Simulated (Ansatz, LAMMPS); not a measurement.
**Relaxing glassy 52SiO2-10Al2O3-7FeO-21MgO-7CaO-3Na2O (mol %) (83 atoms)**

Wanted: the relaxed structure of glassy 52SiO2-10Al2O3-7FeO-21MgO-7CaO-3Na2O (mol %) (83 atoms) and its electronic structure.

Calculated with Ansatz 0.2.0; Kohn-Sham DFT, PBE, PAW (set soft_2), plane waves.

## Step 1: Set-up

The cell holds 83 atoms: 15 Si, 6 Al, 2 Fe, 6 Mg, 2 Ca, 2 Na and 50 O. Cell: a = 10.147 Å, b = 10.147 Å, c = 10.147 Å, α = 90.0°, β = 90.0°, γ = 90.0°. 83 atoms (15 Si, 6 Al, 2 Fe, 6 Mg, 2 Ca, 2 Na, 50 O) placed at random at 2.64 g/cm³, melted at 3000 K for 20 ps at fixed volume with the Buckingham and Coulomb pair potential of Guillot and Sator (Geochim. Cosmochim. Acta 71, 1249 (2007)) with the boron terms of Wang et al. (J. Non-Cryst. Solids 498, 294 (2018)). Quenched from 3000 K to 300 K at 10 K/ps and fixed volume, held 10 ps at zero pressure.

Limits known from the start: The quench rate of 10 K/ps is orders of magnitude faster than experiment, which tends to freeze in extra defects. The network of bonds at the start is that of the classical potential that made the cell. Without a Hubbard term or exact exchange, open shells on Fe are likely too delocalised. Sampling is at Γ alone, for a cell whose shortest periodic width is 10 Å.

## Step 2: Making the structure

A classical potential makes the cell, at a small fraction of what the same run would cost in DFT.

This step: classical MD, Buckingham and Coulomb pair potential of Guillot and Sator (Geochim. Cosmochim. Acta 71, 1249 (2007)) with the boron terms of Wang et al. (J. Non-Cryst. Solids 498, 294 (2018)) (LAMMPS 22 Jul 2025 - Update 4).

in.lmp

```
# melt-quench of Si15Al6Fe2Mg6Ca2Na2O50
units metal
atom_style charge
boundary p p p
region box block 0 10.3619 0 10.3619 0 10.3619
create_box 7 box
mass 1 28.0850   # Si
mass 2 26.9815   # Al
mass 3 55.8450   # Fe
mass 4 24.3050   # Mg
mass 5 40.0780   # Ca
mass 6 22.9898   # Na
mass 7 15.9990   # O
create_atoms 1 random 15 285382 NULL overlap 1.5 maxtry 2000
create_atoms 2 random 6 285389 NULL overlap 1.5 maxtry 2000
create_atoms 3 random 2 285396 NULL overlap 1.5 maxtry 2000
create_atoms 4 random 6 285403 NULL overlap 1.5 maxtry 2000
create_atoms 5 random 2 285410 NULL overlap 1.5 maxtry 2000
create_atoms 6 random 2 285417 NULL overlap 1.5 maxtry 2000
create_atoms 7 random 50 285424 NULL overlap 1.5 maxtry 2000
pair_style buck/coul/long 9.0
pair_coeff * * 0.0 1.0 0.0
pair_coeff 1 7 50306.10 0.161 46.2978   # Si-O
pair_coeff 2 7 28538.42 0.172 34.5778   # Al-O
pair_coeff 3 7 13032.93 0.19 0   # Fe-O
pair_coeff 4 7 32652.64 0.178 27.281   # Mg-O
pair_coeff 5 7 155667.70 0.178 42.2597   # Ca-O
pair_coeff 6 7 120303.80 0.17 0   # Na-O
pair_coeff 7 7 9022.79 0.265 85.0921   # O-O
set type 1 charge 1.89
set type 2 charge 1.4175
set type 3 charge 0.945
set type 4 charge 0.945
set type 5 charge 0.945
# [... 23 lines left out ...]
fix md all nvt temp 3000 300 0.1
run 270000 post no
unfix md
thermo 3333
fix md all npt temp 300 300 0.1 iso 0 0 1
run 10000 post no
unfix md
write_dump all custom glass.dump id type xs ys zs modify sort id
```

Command:

```console
> lmp -in in.lmp -log none -nocite
```

Numbers of over 12 decimals in the logs are rounded to 6 here.

Output:

```text
LAMMPS (22 Jul 2025 - Update 4)
Created orthogonal box = (0 0 0) to (10.3619 10.3619 10.3619)
Created 15 atoms
Created 6 atoms
Created 2 atoms
Created 6 atoms
Created 2 atoms
Created 2 atoms
Created 50 atoms
PPPM initialization ...
  G vector (1/distance) = 0.33005473
  grid = 9 9 9
  estimated relative force accuracy = 5.4640163e-05
   Step          Time           Temp          PotEng         Press         Density
         0   0              0              0.051258326    939397.08      2.637004
       100   0.1            0             -9.3223296     -36170.854      2.637004
       106   0.106          0             -9.3288295     -34712.837      2.637004
Loop time of 0.0918467 s on 1 MPI rank(s) for 106 steps with 83 atoms
Minimization stats:
  Stopping criterion = energy tolerance
  Energy initial, next-to-last, final =
    0.0512583263227915  -9.32794119874292  -9.32882946382405
  Force two-norm initial, final = 335.85827 1.7726129
[... 8 lines left out ...]
      3333   3.333          2664.1383     -8.9636674      44178.37       2.637004
      6666   6.666          3086.9761     -9.0107939      13694.002      2.637004
      9999   9.999          3283.9779     -8.8565939      19426.857      2.637004
     13332   13.332         2894.3676     -8.9131258      41271.047      2.637004
     16665   16.665         2704.3575     -8.9550262      54320.458      2.637004
[... 2 lines left out ...]
Loop time of 9.06412 s on 1 MPI rank(s) for 20000 steps with 83 atoms
   Step          Time           Temp          PotEng         Press         Density
[... 12 lines left out ...]
Loop time of 87.426 s on 1 MPI rank(s) for 270000 steps with 83 atoms
   Step          Time           Temp          PotEng         Press         Density
[... 1 line left out ...]
    293304   293.304        301.48299     -9.4383377     -888.77813      2.8031415
    296637   296.637        319.9244      -9.4364513      12939.736      2.8565222
    299970   299.97         302.34404     -9.4366504     -8476.5394      2.8066848
    301000   301            334.26932     -9.4323319     -3260.6857      2.8077308
Loop time of 3.49251 s on 1 MPI rank(s) for 10000 steps with 83 atoms
```

It took 1.7 min on 1 thread of Intel Xeon 6975P-C (Granite Rapids), shared host; peak memory 0.072 GiB.

## Step 3: Single point at the start

The forces at the start show how far the geometry lies from a minimum of this functional.

input.yaml

```yaml
crystal:
  lattice:
    - [10.14747, 0.0, 0.0]
    - [0.0, 10.14747, 0.0]
    - [0.0, 0.0, 10.14747]
  atoms:
    - { symbol: Si, position: [0.11691, 0.21413, 0.7484] }
    - { symbol: Si, position: [0.1263, 0.39916, 0.23686] }
    - { symbol: Si, position: [0.81623, 0.47417, 0.60089] }
    - { symbol: Si, position: [0.0829, 0.52769, 0.69412] }
    - { symbol: Si, position: [0.44684, 0.89562, 0.95396] }
    - { symbol: Si, position: [0.36576, 0.8437, 0.25443] }
    - { symbol: Si, position: [0.1528, 0.14118, 0.32232] }
    - { symbol: Si, position: [0.61137, 0.69141, 0.60304] }
    - { symbol: Si, position: [0.33393, 0.02591, 0.51182] }
    - { symbol: Si, position: [0.36133, 0.51676, 0.64582] }
    - { symbol: Si, position: [0.75484, 0.01344, 0.18317] }
    - { symbol: Si, position: [0.05662, 0.86816, 0.24659] }
    - { symbol: Si, position: [0.38008, 0.61253, 0.94064] }
    - { symbol: Si, position: [0.80728, 0.92473, 0.67928] }
    - { symbol: Si, position: [0.57672, 0.61903, 0.30641] }
    - { symbol: Al, position: [0.42496, 0.35033, 0.39065] }
    - { symbol: Al, position: [0.05981, 0.97996, 0.53228] }
    - { symbol: Al, position: [0.73378, 0.20162, 0.75004] }
    - { symbol: Al, position: [0.69241, 0.54861, 0.03422] }
    - { symbol: Al, position: [0.43063, 0.14651, 0.75657] }
    - { symbol: Al, position: [0.75548, 0.81252, 0.95108] }
    - { symbol: Fe, position: [0.26164, 0.21226, 0.99761], spin: 4.0 }
    - { symbol: Fe, position: [0.63142, 0.12115, 0.48662], spin: -4.0 }
    - { symbol: Mg, position: [0.87988, 0.5886, 0.32469] }
    - { symbol: Mg, position: [0.79327, 0.829, 0.43386] }
    - { symbol: Mg, position: [0.44222, 0.13256, 0.17683] }
    - { symbol: Mg, position: [0.39829, 0.4537, 0.15055] }
    - { symbol: Mg, position: [0.62689, 0.23835, 0.98778] }
    - { symbol: Mg, position: [0.93877, 0.01691, 0.96719] }
    - { symbol: Ca, position: [0.93058, 0.29084, 0.01465] }
    - { symbol: Ca, position: [0.03545, 0.64424, 0.03557] }
    - { symbol: Na, position: [0.14007, 0.88573, 0.84986] }
    - { symbol: Na, position: [0.7594, 0.27954, 0.27087] }
    - { symbol: O, position: [0.62888, 0.10102, 0.13032] }
    - { symbol: O, position: [0.40904, 0.90589, 0.11155] }
    - { symbol: O, position: [0.35941, 0.51572, 0.8123] }
    - { symbol: O, position: [0.38571, 0.94203, 0.37591] }
    - { symbol: O, position: [0.69347, 0.56183, 0.6542] }
    - { symbol: O, position: [0.41993, 0.39418, 0.55942] }
    - { symbol: O, position: [0.78362, 0.13765, 0.90181] }
    - { symbol: O, position: [0.72744, 0.38584, 0.04283] }
    - { symbol: O, position: [0.68531, 0.82602, 0.63933] }
    - { symbol: O, position: [0.45426, 0.71403, 0.26548] }
    - { symbol: O, position: [0.40768, 0.03343, 0.88945] }
    - { symbol: O, position: [0.7523, 0.06841, 0.63905] }
    - { symbol: O, position: [0.52166, 0.47172, 0.3152] }
    - { symbol: O, position: [0.21021, 0.53797, 0.59855] }
    - { symbol: O, position: [0.03403, 0.87976, 0.0823] }
    - { symbol: O, position: [0.92325, 0.88822, 0.5668] }
    - { symbol: O, position: [0.43982, 0.2964, 0.06378] }
    - { symbol: O, position: [0.09519, 0.62497, 0.81616] }
    - { symbol: O, position: [0.79656, 0.64794, 0.95086] }
    - { symbol: O, position: [0.06982, 0.14939, 0.88994] }
    - { symbol: O, position: [0.94346, 0.56497, 0.62196] }
    - { symbol: O, position: [0.8546, 0.89588, 0.83254] }
    - { symbol: O, position: [0.64533, 0.68517, 0.43666] }
    - { symbol: O, position: [0.14685, 0.34429, 0.09126] }
    - { symbol: O, position: [0.28043, 0.58397, 0.06961] }
    - { symbol: O, position: [0.93283, 0.77935, 0.31202] }
    - { symbol: O, position: [0.72324, 0.98926, 0.33624] }
    - { symbol: O, position: [0.21872, 0.93098, 0.57795] }
    - { symbol: O, position: [0.35922, 0.76843, 0.90346] }
    - { symbol: O, position: [0.05162, 0.26633, 0.30836] }
    - { symbol: O, position: [0.52102, 0.5795, 0.00822] }
    - { symbol: O, position: [0.26693, 0.38926, 0.31291] }
    - { symbol: O, position: [0.76679, 0.87707, 0.10386] }
    - { symbol: O, position: [0.50537, 0.19974, 0.35318] }
    - { symbol: O, position: [0.20779, 0.80532, 0.26734] }
    - { symbol: O, position: [0.4548, 0.64777, 0.60613] }
    - { symbol: O, position: [0.23889, 0.10361, 0.1951] }
    - { symbol: O, position: [0.5701, 0.22719, 0.78195] }
    - { symbol: O, position: [0.0886, 0.37093, 0.7424] }
    - { symbol: O, position: [0.89111, 0.09436, 0.15781] }
    - { symbol: O, position: [0.8067, 0.44511, 0.44451] }
    - { symbol: O, position: [0.27397, 0.2138, 0.74372] }
    - { symbol: O, position: [0.04714, 0.11832, 0.6342] }
    - { symbol: O, position: [0.02963, 0.51901, 0.23874] }
    - { symbol: O, position: [0.45241, 0.07074, 0.60109] }
    - { symbol: O, position: [0.59598, 0.85431, 0.91164] }
    - { symbol: O, position: [0.69659, 0.60855, 0.19815] }
    - { symbol: O, position: [0.24547, 0.14423, 0.45312] }
    - { symbol: O, position: [0.05871, 0.9981, 0.3582] }
    - { symbol: O, position: [0.81423, 0.33708, 0.68248] }
magnetization:
  spin_polarized: true
kpoints:
  mp_grid: { grid: [1, 1, 1] }
hamiltonian:
  xc: pbe
scf:
  occupations: { method: gaussian, width: 0.025 }
  lower_state_search: "off"
output:
  forces: true
  stress: true
  populations: true
  dos:
    method: { smearing: { sigma: 0.08 } }
    de: 0.1
    projected: { site_lists: { Al: [Al], Ca: [Ca], Fe: [Fe], Mg: [Mg], Na: [Na] } }
  eigenvalues: true
```

Command:

```console
> ansatz run input.yaml --threads 4 --pin off --max-ram 8192MiB --backend cpu --events-out ev --progress --plain --runs-dir out
```

Output:

```text
Engine: ansatz 0.2.0, x86_64-unknown-linux-gnu
Pseudopotentials: kind: paw
Pseudopotential: Si, paw, valence charge 4, recommended cutoff 420 eV (normal), Si.paw.azcp
Pseudopotential: Al, paw, valence charge 3, recommended cutoff 420 eV (normal), Al.paw.azcp
Pseudopotential: Fe, paw, valence charge 16, recommended cutoff 420 eV (normal), Fe.paw.azcp
Pseudopotential: Mg, paw, valence charge 10, recommended cutoff 420 eV (normal), Mg.paw.azcp
Pseudopotential: Ca, paw, valence charge 10, recommended cutoff 420 eV (normal), Ca.paw.azcp
Pseudopotential: Na, paw, valence charge 9, recommended cutoff 420 eV (normal), Na.paw.azcp
Pseudopotential: O, paw, valence charge 6, recommended cutoff 420 eV (normal), O.paw.azcp
[... 5 lines on functional and potentials left out ...]
Crystal: 83 atoms, lattice volume = 1044.897 Å³
Basis set: ecut = 420 eV, 20341 PW (Γ), exchange–correlation on 144×144×144 points (8 copies of the dense FFT grid, shifted against one another)
Bands: 341, of which v1, the nominal top of the filled ones, is band 254 counted from 1 (253 counted from 0)
Symmetry: 1 space group operations
Space group: P1 (ITA 1), of the structure as read, at distance tolerance 1.0e-4 Å
Magnetic group: BNS 1.1 (UNI 1), of the structure as read, at distance tolerance 1.0e-4 Å
k-points: 1
[... 15 lines on functional and potentials left out ...]
Initial density: superposition of atomic densities (chi_scale 0.1, normalization cell, long waves 44 % of neutral atoms (reshape's long-wave potential 1.44 eV rms, cloud 2.42 Å wide))
Starting moments: Σ|m| = 8 μB on 2 of 83 sites
Starting magnetic order: compensated ferrimagnet; no operation exchanges its spin sublattices
Initial wavefunctions: pseudopotential atomic-orbital guess
Functional: x = pbe(κ = 0.804, μ = 0.219515), c = pbe(β = 0.066725)
SCF iter   1: F=—  HF=-68415.516338 eV  |F-HF|=—  |Δ(HF+E_count)|=         —  Δρ=1.23e-1 (↑1.22e-1 ↓1.23e-1)  dr2=6.91e2  dr2_m=3.84e1  M=-0.002 μB ∫|m|=0.522 μB  β_m=0.30  ethr=3.10e-3  ⟨swp⟩=8.0  Hψ=3217  notcnv=0  defer=137
preconditioner: auto → Resta (q_TF=auto, 2.419 Å⁻¹)  ε∞=3.5  [insulator: Δε(μ)=0.082 eV  Ē_g=14.757 eV  σ=0.025 eV  W_gap=0.98  n_scr=250 (ndim 8)  ℏωp=23.3 eV  f_vac=0.039  D(μ)=5.76/eV (n_scr^D=18)  ε∞_Penn≈3.5]
spin=Collinear: Resta preconditioning applied to the charge; magnetization (m = ρ↑ − ρ↓) channel mixes plain (no charge-response kernel on spin).
SCF iter   2: F=—  HF=-68404.578684 eV  |F-HF|=—  |Δ(HF+E_count)|=    1.09e1  Δρ=1.47e-1 (↑1.47e-1 ↓1.47e-1)  dr2=1.29e3  dr2_m=3.93e1  M=-0.000 μB ∫|m|=0.478 μB  β_m=0.30  ethr=3.10e-3  ⟨swp⟩=6.0  Hψ=1822  notcnv=0  defer=159
SCF iter   3: F=—  HF=-68341.223353 eV  |F-HF|=—  |Δ(HF+E_count)|=    6.34e1  Δρ=4.41e-2 (↑4.41e-2 ↓3.06e-2)  dr2=5.92e1  dr2_m=2.68e0  M=2.000 μB ∫|m|=7.921 μB  β_m=0.30  ethr=3.10e-3  ⟨swp⟩=3.0  Hψ=1316  notcnv=0  defer=164
Mixer restart at iter 3: flushing history
spin-set hold released at iteration 3 (the charge has settled, or the pull on large starting moments outlasts its swing): the magnetisation degrees of freedom join the quasi-Newton model from the next iteration; the mixer history was flushed
SCF iter   4: F=—  HF=-68340.427448 eV  |F-HF|=—  |Δ(HF+E_count)|=   7.96e-1  Δρ=9.19e-2 (↑3.81e-2 ↓9.19e-2)  dr2=2.23e2  dr2_m=1.31e1  M=-2.000 μB ∫|m|=4.417 μB  β_m=0.17  ethr=3.10e-3  ⟨swp⟩=3.5  Hψ=1318  notcnv=0  defer=162  recentre
SCF iter   5: F=—  HF=-68337.785293 eV  |F-HF|=—  |Δ(HF+E_count)|=    2.64e0  Δρ=7.47e-2 (↑7.47e-2 ↓3.33e-2)  dr2=1.52e2  dr2_m=8.40e0  M=2.002 μB ∫|m|=5.349 μB  β_m=0.06  ethr=3.10e-3  ⟨swp⟩=3.5  Hψ=1319  notcnv=0  defer=162
SCF iter   6: F=—  HF=-68332.052987 eV  |F-HF|=—  |Δ(HF+E_count)|=    5.73e0  Δρ=2.58e-2 (↑2.58e-2 ↓2.12e-2)  dr2=1.92e1  dr2_m=1.76e0  M=-0.978 μB ∫|m|=8.023 μB  β_m=0.12  ethr=3.10e-3  ⟨swp⟩=2.5  Hψ=823  notcnv=0  defer=161
[...]
SCF iter  39: F=—  HF=-68330.008944 eV  |F-HF|=—  |Δ(HF+E_count)|=   9.87e-8  Δρ=2.91e-5 (↑2.91e-5 ↓2.87e-5)  dr2=2.41e-5  dr2_m=3.87e-6  M=0.117 μB ∫|m|=8.104 μB  β_m=0.45  ethr=3.12e-9  ⟨swp⟩=1.5  Hψ=519  notcnv=0  defer=164
SCF iter  40: F=—  HF=-68330.008943 eV  |F-HF|=—  |Δ(HF+E_count)|=   2.16e-7  Δρ=1.52e-6 (↑1.19e-6 ↓1.52e-6)  dr2=3.93e-8  dr2_m=7.83e-9  M=0.119 μB ∫|m|=8.104 μB  β_m=0.50  ethr=3.12e-9  ⟨swp⟩=1.0  Hψ=518  notcnv=0  defer=164
SCF iter  41: F=—  HF=-68330.008943 eV  |F-HF|=—  |Δ(HF+E_count)|=   9.15e-9  Δρ=4.84e-6 (↑4.84e-6 ↓4.63e-6)  dr2=6.50e-7  dr2_m=1.01e-7  M=0.119 μB ∫|m|=8.104 μB  β_m=0.50  ethr=7.74e-12  ⟨swp⟩=2.0  Hψ=1025  notcnv=0  defer=164
SCF iter  42: F=—  HF=-68330.008943 eV  |F-HF|=—  |Δ(HF+E_count)|=   1.04e-8  Δρ=7.20e-6 (↑7.20e-6 ↓7.00e-6)  dr2=1.45e-6  dr2_m=2.35e-7  M=0.120 μB ∫|m|=8.104 μB  β_m=0.33  ethr=7.74e-12  ⟨swp⟩=2.0  Hψ=1027  notcnv=0  defer=164
SCF iter  43: F=-68330.008943 eV  HF=-68330.008943 eV  |F-HF|=3.51e-8  |Δ(HF+E_count)|=   1.12e-8  Δρ=1.19e-6 (↑1.13e-6 ↓1.19e-6)  dr2=3.89e-8  dr2_m=5.95e-9  M=0.119 μB ∫|m|=8.104 μB  ethr=7.74e-12  ⟨swp⟩=15.0  Hψ=4139  notcnv=0
SCF 1 converged in 43 iterations: F = -68330.008943 eV  dr2 = 3.89e-8
[...]
SCF converged after 43 iterations
Magnetization: 0.1191 μB (254.0596 up, 253.9404 down)
Absolute magnetization: 8.1047 μB (∫|ρ↑−ρ↓|, with the PAW one-centre terms)
Spin contamination: 3.9615 ħ² per cell (⟨S²⟩ above its minimum at these occupations)
Per-site moments (μB) at R_I (Å): [(-2.4127281162497155e-5, 0.657720), (0.00174005, 0.644572), (-8.604512962512828e-6, 0.660195), (-9.902844698875367e-6, 0.655296), (0.000296104, 0.657677), [...]
Free energy (F): -68330.008943 eV
Harris-Foulkes:  -68330.008943 eV  (|F-HF|=3.51e-8)
Internal energy: -68330.004755 eV  (E = F + TS)
E sigma→0 (E₀):  -68330.006849 eV
Entropy (-TS):   -0.004188 eV (-0.050 meV/atom)
Fermi energy:    6.312131 eV
--- Per-component energies (eV) ---
  E_band       = -4707.826483
  E_kinetic    = 11670.327811
  E_local      = -47148.170569  (includes V_loc(G=0)·N_el)
  E_nonlocal   = 4213.236499
  E_hartree    = 18019.528884
  E_xc         = -5559.073237
  E_vxc        = -6607.586166  (∫ρ·V_xc dr)
  E_paw        = -25177.811701  (= ΣΔE_a)
  E_vpaw       = -2874.822048  (= ΣTr[D̂ρ^β])
  E_aug_tail   = 0.128041  (compensation charges beyond the density's cutoff)
  E_ewald      = -24348.170484
  E_smearing   = -0.004188  (= −TS)
  E_closure    = 0.000000  (closes the sum)
  Σ components = -68330.008943   (vs F -68330.008943, Δ=0.00e0)
--- Forces (eV/Å), atoms counted from 1 ---
  atom   1  Si    -1.19642745    -0.65570063    -1.76327839
  atom   2  Si     0.81620385    -2.47254774     1.04780909
  atom   3  Si    -0.95419130    -2.39242045    -0.96225475
  atom   4  Si     0.17849503     0.06432483     1.79600669
  atom   5  Si     1.98433077    -1.88467522    -0.25917183
  atom   6  Si    -1.53687369    -0.42861074    -0.30565712
  atom   7  Si    -0.52217530     0.28139548    -1.29508218
  atom   8  Si    -1.19688981    -4.48534520    -0.84450747
  atom   9  Si    -1.64453600    -3.17185215    -1.87080094
  atom  10  Si     0.74793288    -0.30150434     0.63416392
  atom  11  Si    -0.95340222     0.94677971    -1.46659899
  atom  12  Si    -0.25113618    -0.78317857    -1.16717360
  atom  13  Si    -1.54589232    -0.73616111     1.32849688
  atom  14  Si     1.26086883    -0.08999738     1.28164739
[...]
atom  82  O      0.22510229     0.82278693    -1.18500671
  atom  83  O     -0.10281354    -0.05710994     0.37169327
  max |Σ_I F_I| component: 1.15e-4 eV/Å
--- Stress (GPa, compression-positive) ---
        1.907128       0.674304       0.112117
        0.674307       4.210768       0.757312
        0.112116       0.757311       1.436706
  P = ⅓ Tr σ = 2.5182 GPa (25.182 kbar)
--- Band table (eV) ---
  k-point 0 ↑: bands = ["-83.3755", "-79.6865", "-69.9711", "-69.2895", [... 325 levels ...], "14.4939", "14.5492", "14.5833", "14.6268", "14.7537", "14.8285", "14.8652", "14.8999", "14.9529", "15.0007", "15.0794", "15.1214"]
  k-point 0 ↓: bands = ["-83.7101", "-79.2494", "-69.9711", "-69.2894", [... 325 levels ...], "14.4935", "14.5391", "14.5803", "14.6055", "14.7424", "14.8185", "14.8653", "14.8957", "14.9147", "14.9461", "15.0772", "15.1272"]
--- Löwdin populations: 83 sites ---
  site symbol       q [e]    m [muB]
     0     Si      2.3281    -0.0001
     1     Si      2.3581     0.0040
     2     Si      2.3069     0.0002
[...]
82      O      6.8444    -0.0017
  spilling = 0.010711 (of n_electrons = 508.000000)
```

It took 44 s on 4 threads of Intel Xeon 6975P-C (Granite Rapids), shared host; peak memory 2.3 GiB.

The run gave:

```yaml
free_energy: -68330.0089 eV
free_energy_per_atom: -823.2531 eV/atom
scf_cycles: 43
pressure: 2.518 GPa
r_m_s_force_component: 1.02 eV/Å
longest_force: 4.718 eV/Å
fermi_energy: 6.312 eV
levels_partly_filled_by_over_2_per_cent: 2
total_moment: 0.1191 μB
absolute_moment: 8.105 μB
spilling_of_the_projection: 0.01071
```

The r.m.s. force component of 1.0 eV/Å and the pressure of 2.5 GPa set the starting point.

Length of the force by element:

```tsv
element	coordination	atoms	mean length of the force (eV/Å)	spread	least	most
Al	all	6	1.90	0.432	1.34	2.60
Ca	all	2	0.938	0.539	0.399	1.48
Fe	all	2	1.50	0.614	0.886	2.11
Mg	all	6	1.42	0.413	0.998	2.09
Na	all	2	0.898	0.335	0.562	1.23
O	all	50	1.45	0.574	0.337	3.18
Si	all	15	2.28	0.972	1.03	4.72
```

(Part 1 of 4 ends here.)

[Logs are printed without paths, hosts, clocks, repeated set-up lines and the standing remarks that a program may print on its own settings, such as how far it seeks lower states.]

[Hosts, paths, dates, database ids (printed as entryN), source tags and the programs' standing remarks are cut or masked in the printed files.]
